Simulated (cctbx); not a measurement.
## Accept or mend?

Cell a = 3.8510 Å, b = 3.8510 Å, c = 7.8540 Å, α = 90.00°, β = 90.00°, γ = 90.00°; space group P4/mmm (no. 123). The compound is Mn6CuSnN2.

Simulated single-crystal data (cctbx): Ag Kα, λ = 0.56087 Å, to d = 0.84 Å, 80 % of the full sphere, strongest reflection 20000 counts, noise from counting, a 1.5 % proportional error and a noise floor of 15 counts (s.d.); no absorption.

An anisotropic refinement with weights 1/σ² prints:

```text
Rint 0.020, 92 unique reflections to 0.84 A
cycle     R1     wR2    GooF  max shift (A)
   1  0.0936  0.1586   8.828   0.00114
   2  0.0919  0.1568   8.730   0.00000
final R1 0.0919 wR2 0.1568 GooF 8.730  parameters 12  data/parameter 7.7
atom        x        y        z      Ueq    occ   su(xyz)  su(Uiso or U11)
Sn1    0.00000  0.00000  0.00000   0.0032  1.000  0.00000  0.0018
Cu1    0.50000  0.50000  0.00000   0.0033  1.000  0.00000  0.0026
Mn1    0.00000  0.00000  0.50000   0.0058  1.000  0.00000  0.0033
Mn2    0.00000  0.50000  0.75247   0.0031  1.000  0.00061  0.0028
Mn3    0.50000  0.50000  0.50000   0.0043  1.000  0.00000  0.0033
difference map: max 15.24 min -0.80 rms 0.83
Q1    0.5000  0.5000  0.2575    2   15.47  1.90 A from Mn3
Q2    0.0000  0.0000  0.0000    1    1.92  0.00 A from Sn1
Q3    0.0000  0.0000  0.5000    1    1.88  0.00 A from Mn1
Q4    0.5000  0.5000  0.5000    1    1.24  0.00 A from Mn3
Q5    0.5000  0.5000  0.0000    1    1.04  0.00 A from Cu1
Q6    0.3579  0.3579  0.3723    8    0.72  1.27 A from Mn3
```

**Question.** Can this result stand? If not, what is the likely fault?

Mend it. The fault: an atom left out, N at (1/2, 1/2, 0.7425). Against the right model at the same level, R1 goes from 0.0096 to 0.0919 and GooF from 0.90 to 8.73 and the top difference peak, 15.5 e/Å³, lies 1.90 Å from Mn3. Q1 is the missing atom. With scattering power missing, scale and phases suffer, so peaks may also grow on the heavy atoms.

The compound is Mn6CuSnN2. The right model at the same level gives:

```text
Rint 0.020, 92 unique reflections to 0.84 A
cycle     R1     wR2    GooF  max shift (A)
   1  0.0110  0.0172   0.978   0.00034
   2  0.0096  0.0159   0.902   0.00000
final R1 0.0096 wR2 0.0159 GooF 0.902  parameters 15  data/parameter 6.1
atom        x        y        z      Ueq    occ   su(xyz)  su(Uiso or U11)
Sn1    0.00000  0.00000  0.00000   0.0033  1.000  0.00000  0.0002
Cu1    0.50000  0.50000  0.00000   0.0039  1.000  0.00000  0.0003
Mn1    0.00000  0.00000  0.50000   0.0047  1.000  0.00000  0.0003
Mn2    0.00000  0.50000  0.75261   0.0040  1.000  0.00006  0.0003
Mn3    0.50000  0.50000  0.50000   0.0042  1.000  0.00000  0.0003
N1     0.50000  0.50000  0.74183   0.0069  1.000  0.00056  0.0014
difference map: max 0.47 min -0.34 rms 0.09
Q1    0.0000  0.0000  0.1930    2    0.47  1.52 A from Sn1
Q2    0.0000  0.0000  0.3166    2    0.38  1.44 A from Mn1
Q3    0.1407  0.1407  0.4186    8    0.33  1.00 A from Mn1
Q4    0.0000  0.2291  0.1244    8    0.29  1.32 A from Sn1
Q5    0.0000  0.5000  0.0000    2    0.25  1.93 A from Cu1
Q6    0.1000  0.5000  0.1000    8    0.22  1.22 A from Mn2
```

This is a model crystal, built by substitution and not relaxed, with assumed displacement parameters.

[Middle refinement cycles are left out of these outputs.]

[Logs are printed without paths, hosts, clocks, repeated set-up lines and the standing remarks that a program may print on its own settings, such as how far it seeks lower states.]
